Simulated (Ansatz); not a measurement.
**A failed many-body run on ZrSe3 (P2_1/m)**

What is wrong with this input for ZrSe3 (P2_1/m)?

Program: Ansatz 0.2.0. Level of theory: G0W0 on r2SCAN, plane waves, PAW. Values are calculated unless marked as measured.

**1. The structure**

The structure is monoclinic, space group P2_1/m (No. 11). Conventional cell: a = 5.411 Å, b = 3.749 Å, c = 9.444 Å, α = 90.00°, β = 97.48°, γ = 90.00°. Zr has 8 Se at 2.72 to 2.87 Å nearest. Se has 4 Zr at 2.72 to 2.87 Å nearest. Nearest to Se lie 1 Se at 2.34 Å and 2 Zr at 2.73 Å. Nearest to Se lie 1 Se at 2.34 Å and 2 Zr at 2.74 Å. Farther neighbours, and contacts between anions beyond the nearest, are not listed.

The cell and positions come from the Crystallography Open Database and are kept as given unless a step says otherwise. The default PAW set here is soft_2. Its files were made with PBE.

**2. First try**

The input, input.yaml:

```yaml
crystal:
  lattice:
    - [5.4109, 0.0, 0.0]
    - [0.0, 3.7488, 0.0]
    - [-1.2294209091, 0.0, 9.3636349901]
  atoms:
    - { symbol: Zr, position: [0.285, 0.25, 0.656] }
    - { symbol: Zr, position: [0.715, 0.75, 0.344] }
    - { symbol: Se, position: [0.762, 0.25, 0.554] }
    - { symbol: Se, position: [0.238, 0.75, 0.446] }
    - { symbol: Se, position: [0.456, 0.25, 0.174] }
    - { symbol: Se, position: [0.544, 0.75, 0.826] }
    - { symbol: Se, position: [0.888, 0.25, 0.169] }
    - { symbol: Se, position: [0.112, 0.75, 0.831] }
kpoints:
  mp_grid: { grid: [2, 4, 2] }
hamiltonian:
  xc: r2scan
scf:
  occupations: { method: fixed }
  max_iter: 5
gw:
  n_empty_bands: 200
  ecut_chi: 60
  qp_bands: [v2, c2]
  qp_kpoints: band_edges
  screening: { model: contour_deformation }
```

Command:

```
> ansatz run input.yaml --threads 3 --pin off --max-ram 92160MiB --backend cuda --events-out ev --progress --plain --runs-dir out --devices 1 --max-vram 13GiB
```

What it wrote:

```text
GPUs: using 1 of 1 available (devices: 1).
Engine: ansatz 0.2.0, x86_64-unknown-linux-gnu
Pseudopotentials: kind: paw
Pseudopotential: Zr, paw, valence charge 12, recommended cutoff 500 eV (meta_gga), Zr.paw.azcp
Pseudopotential: Se, paw, valence charge 16, recommended cutoff 500 eV (meta_gga), Se.paw.azcp
Functional definition: r2SCAN
  parameter k0 = 0.174
  parameter k1 = 0.065
  parameter a1 = 4.9479
  exchange = r2scan_x(k0 = k0, k1 = k1, a1 = a1)
  correlation = r2scan_c
device memory: the entry about to start is reckoned to put 3.7 GiB on a device that reports 38.7 GiB free (of which the cap on the GPU budget leaves the run 13.0 GiB)
GPU FFT provider: cuFFT
GPU libraries: cuBLAS 13.8.2, cuFFT 12.4.0, cuSOLVER 12.3.4
Crystal: 8 atoms, lattice volume = 189.936 Å³
Basis set: ecut = 500 eV, 4769 PW (Γ), exchange–correlation on 160×120×288 points (64 copies of the dense FFT grid, shifted against one another)
Bands: 72, of which v1, the nominal top of the filled ones, is band 60 counted from 1 (59 counted from 0)
Symmetry: 4 space group operations
Space group: P21/m (ITA 11), of the structure as read, at distance tolerance 5.7e-5 Å
k-points: 12 of 16
Non-local potential: Zr, projectors of the file, l = 0: 3, l = 1: 2, l = 2: 2, l = 3: 2
Non-local potential: Se, projectors of the file, l = 0: 2, l = 1: 2, l = 2: 3, l = 3: 1
PAW form: soft (Blöchl's): semilocal exchange-correlation on the pseudo side does not see the compensation charge
PAW frozen core: Zr, regenerated for the run's functional (the file was generated under x = pbe(κ = 0.804, μ = 0.219515), c = pbe(β = 0.066725))
PAW frozen core: Se, regenerated for the run's functional (the file was generated under x = pbe(κ = 0.804, μ = 0.219515), c = pbe(β = 0.066725))
PAW one-centre angular grid: Zr, 590 points (default); XC on 160 Gauss nodes
PAW one-centre angular grid: Se, 590 points (default); XC on 160 Gauss nodes
Initial density: superposition of atomic densities (neutral atoms: chi_scale 0, normalization atom), corrected by the library's trained network
Initial wavefunctions: pseudopotential atomic-orbital guess
GPU buffer pool allocated for 86400 grid points (all kernels)
GPU transforms: local potential: pruned to the plane-wave sphere, on 40×27×72; band sums: pruned to the plane-wave sphere, on 40×30×72
Functional: x = r2scan, c = r2scan; τ floored in thin density (d = 2e-4 eV/Å³)
SCF iter   1: F=—  HF=-41268.123164 eV  |F-HF|=—  |Δ(HF+E_count)|=         —  Δρ=1.03e-2  dr2=3.70e-1  dr2_τ=5.25e-2  ethr=1.77e-3  ⟨swp⟩=4.3  Hψ=2564  notcnv=0  defer=100
preconditioner: auto → Resta (q_TF=auto, 2.527 Å⁻¹)  ε∞=4.7  [insulator: Δε(μ)=0.717 eV  Ē_g=9.247 eV  n_scr=52 (ndim 8)  ℏωp=17.9 eV  f_vac=0.062  ε∞_Penn≈4.7]
SCF iter   2: F=—  HF=-41268.200114 eV  |F-HF|=—  |Δ(HF+E_count)|=   7.69e-2  Δρ=4.48e-3  dr2=3.29e-2  dr2_τ=7.46e-3  ethr=3.08e-4  ⟨swp⟩=2.4  Hψ=1300  notcnv=0  defer=120
SCF iter   3: F=—  HF=-41268.206791 eV  |F-HF|=—  |Δ(HF+E_count)|=   6.68e-3  Δρ=2.09e-3  dr2=6.06e-3  dr2_τ=2.21e-4  ethr=2.74e-5  ⟨swp⟩=7.2  Hψ=5019  notcnv=0
SCF iter   4: F=—  HF=-41268.209481 eV  |F-HF|=—  |Δ(HF+E_count)|=   2.69e-3  Δρ=4.77e-4  dr2=3.58e-4  dr2_τ=2.87e-5  ethr=5.05e-6  ⟨swp⟩=4.4  Hψ=4794  notcnv=0
SCF iter   5: F=—  HF=-41268.209680 eV  |F-HF|=—  |Δ(HF+E_count)|=   1.99e-4  Δρ=1.31e-4  dr2=3.58e-5  dr2_τ=1.01e-6  ethr=2.99e-7  ⟨swp⟩=3.0  Hψ=4344  notcnv=0
Error: did not converge after 5 iterations: dr2 = 3.58e-5 (threshold 1.00e-7), under the density mixer `msr1`, which `scf.mixing.algorithm: auto` chose by the deck's other keys (type `scf.mixing.algorithm: msr1` to keep it); at k-index 6, counted from 0 in this SCF's own list of k-points, the highest band that the last eigensolve's fill by count filled, 9.041351 eV, and the lowest that it left empty, 9.982192 eV, lay [...]
```

The job ended after 5.8 s (1 × NVIDIA H100 80GB HBM3 (shared by 6 runs) with 3 threads of AMD EPYC 7R13 (Zen 3), shared host; peak memory 0.94 GiB).

The column dr2 measures how far the density is from self-consistency, as an energy; F and HF (Harris–Foulkes) agree once it is small.

Q: What is the fault?

Residual by cycle:

cycle, log10 residual and a bar from the least value:
```
        1       -0.4 ##############################
        2       -1.5 ######################
        3       -2.2 #################
        4       -3.4 #######
        5       -4.4
```

No converged result was reached; the numbers in the log don't describe the system.

After 5 cycles the residual stands at 3.6e-5. The cap of 5 cycles in the input ended the loop.

The program's message: “Error: did not converge after 5 iterations: dr2 = 3.58e-5 (threshold 1.00e-7), under the density mixer `msr1`, which `scf.mixing.algorithm: auto` chose by the deck's other keys (type `scf.mixing.algor …”

The fault: too few SCF iterations. The ground state must converge before anything is built on it.

**3. A better input**

G0W0 replaces the xc potential by the self-energy, built once from these orbitals. Only a window of levels is corrected, while the sums run over the empty bands that the input names.

input.yaml, as its differences from that of step 2:

```diff
@@ -15,3 +15,3 @@
 kpoints:
-  mp_grid: { grid: [2, 4, 2] }
+  mp_grid: { grid: [4, 4, 2] }
 hamiltonian:
@@ -20,6 +20,5 @@
   occupations: { method: fixed }
-  max_iter: 5
 gw:
-  n_empty_bands: 200
-  ecut_chi: 60
+  n_empty_bands: 792
+  ecut_chi: 150
   qp_bands: [v2, c2]
```

What it wrote:

```text
GPUs: using 1 of 1 available (devices: 1).
[...]
GPU FFT provider: cuFFT
GPU libraries: cuBLAS 13.8.2, cuFFT 12.4.0, cuSOLVER 12.3.4
Crystal: 8 atoms, lattice volume = 189.936 Å³
Basis set: ecut = 500 eV, 4769 PW (Γ), exchange–correlation on 160×120×288 points (64 copies of the dense FFT grid, shifted against one another)
Bands: 72, of which v1, the nominal top of the filled ones, is band 60 counted from 1 (59 counted from 0)
[... 1 set-up line as in the run before ...]
[...]
k-points: 18 of 32
[...]
GPU buffer pool allocated for 86400 grid points (all kernels)
[...]
SCF iter   1: F=—  HF=-41268.507602 eV  |F-HF|=—  |Δ(HF+E_count)|=         —  Δρ=9.70e-3  dr2=3.62e-1  dr2_τ=5.14e-2  ethr=1.77e-3  ⟨swp⟩=4.4  Hψ=3772  notcnv=0  defer=152
[...]
0    59      9.2522   -17.4966     1.0705   -16.0842  0.7646     8.9080     8.9102  root
     0    60      9.3226   -18.1349     1.4886   -16.2834  0.7643     8.9570     8.9597  root
     0    61     10.4020    -9.6461    -4.4639   -14.2460  0.7608    10.5384    10.5380  root
     0    62     10.7855    -9.8450    -4.9433   -14.9900  0.7498    10.9882    10.9871  root
     1    59      9.2234   -17.4723     1.0932   -16.0355  0.7651     8.8777     8.8799  root
     1    60      9.2303   -18.0105     1.4872   -16.1642  0.7630     8.8684     8.8713  root
     1    61     10.2675    -9.4037    -4.5822   -14.1293  0.7624    10.4113    10.4109  root
     1    62     10.9543   -10.0455    -4.8941   -15.1308  0.7470    11.1463    11.1455  root
[...]
17    59      7.9319   -17.3170     1.6803   -15.2277  0.7433     7.5176     7.5230  root
    17    60      7.9319   -17.3170     1.6803   -15.2277  0.7433     7.5176     7.5230  root
    17    61     10.2469   -10.7604    -3.5752   -14.6685  0.7638    10.5822    10.5799  root
    17    62     10.2469   -10.7604    -3.5752   -14.6685  0.7638    10.5822    10.5799  root
[key lines of the parts left out:]
SCF converged after 8 iterations
Free energy (F): -41268.592387 eV
Fermi energy:    9.322633 eV
```

Wall time 79 s (1 × NVIDIA H100 80GB HBM3 (shared by 6 runs) with 3 threads); peak memory 4.6 GiB; 2.2 min of CPU time.

Numbers from this step:

```
bands summed                                 : 852
RPA ε∞ on this mesh (eigenvalues)            : 5.896, 10.88, 11.86
plane waves in the screening matrix          : 797
q-points in the mesh                         : 32
G0W0 gap on the mesh                         : 1.243 eV
k of the valence top                         : 0, 0, 0
k of the conduction bottom                   : -0.5, 0, 0
starting gap on the mesh                     : 0.6314 eV
Z at the valence top                         : 0.7643
Z at the conduction bottom                   : 0.7668
least direct G0W0 gap on the computed points : 1.531 eV
```

The gap on the mesh goes from 0.63 eV to 1.24 eV, a correction of +0.61 eV. Between the two edge states, bare exchange in place of the xc potential would open the gap by 5.28 eV, and correlation takes back 4.67 eV.

**4. Results**

```yaml
first_try: not converged after 5.8 s
better_run: G0W0 gap on the mesh 1.24 eV (4×4×2 mesh, 792 empty bands, screening to 150 eV)
```

**Reading.** The second run differs in: mesh, empty bands, screening cutoff (eV) and iteration cap. Bands and cutoff are finite, so the gap stands short of the basis limit, usually by up to a few tenths of an eV; the mesh is an error of its own. The 4×4×2 mesh is coarse for this cell (its supercell is 15 Å along the shortest edge). The RPA ε∞ on it, from the r2SCAN start, is 5.90, 10.88 and 11.86; such meshes misread the long-range screening, most where the gap is narrow. The many-body steps are scalar-relativistic: spin-orbit coupling is not in them.

[Long decimals in the printed logs are rounded to 6 places.]

[Logs are printed without paths, hosts, clocks, repeated set-up lines and the standing remarks that a program may print on its own settings, such as how far it seeks lower states.]

[Paths, hosts, dates, memory and timing lines, banners, echoed tables and standing remarks are left out of the program output; an Ansatz launch command may be rebuilt from the run's recorded settings. Measured values are a selection of at most five: reports struck by readers or far from the other reports are left out. None is set beside runs whose start may be inverted or whose files or cutoffs have a known fault.]

[Runs of the session that timed out or met a known fault of the program may be left out.]

[Cells called generated may have been cut or substituted from an entry of the Crystallography Open Database or the Materials Project.]

[Hosts, paths, dates, database ids (printed as entryN), source tags and the programs' standing remarks are cut or masked in the printed files.]

[Where the starting crystal was built by hand or by swapping elements, it need not be the compound's stable phase.]
